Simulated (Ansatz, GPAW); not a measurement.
# Which magnetic ion is it?

A crystal has the composition BaLi2MV2O8, where M is a 3d element. A calculation (PBE+U, spin-orbit coupling in second variation, Ansatz) gives:

| Quantity | Value |
| --- | --- |
| S | 5/2 |
| g | ⊥ 2.0019, ∥ 2.0017 |
| D, with anisotropic exchange | +0.0502 cm⁻¹ (+1.51 GHz) |
| moment in its sphere | 4.22 μB |

**Question.** Which ion is it, and why?

The crystal is BaLi2MnV2O8, space group P-3. The spin sits on Mn, with 6 O at 2.18 Å round it. With the usual charges of the other elements M must be +2. The high-spin ion of that charge with S = 5/2 in this row is Mn²⁺ high-spin d⁵. Low-spin ions are left aside. The shift from the free-electron value is small, as for a half-filled shell without orbital momentum.

[Hosts, paths, dates, database ids (printed as entryN), source tags and the programs' standing remarks are cut or masked in the printed files.]
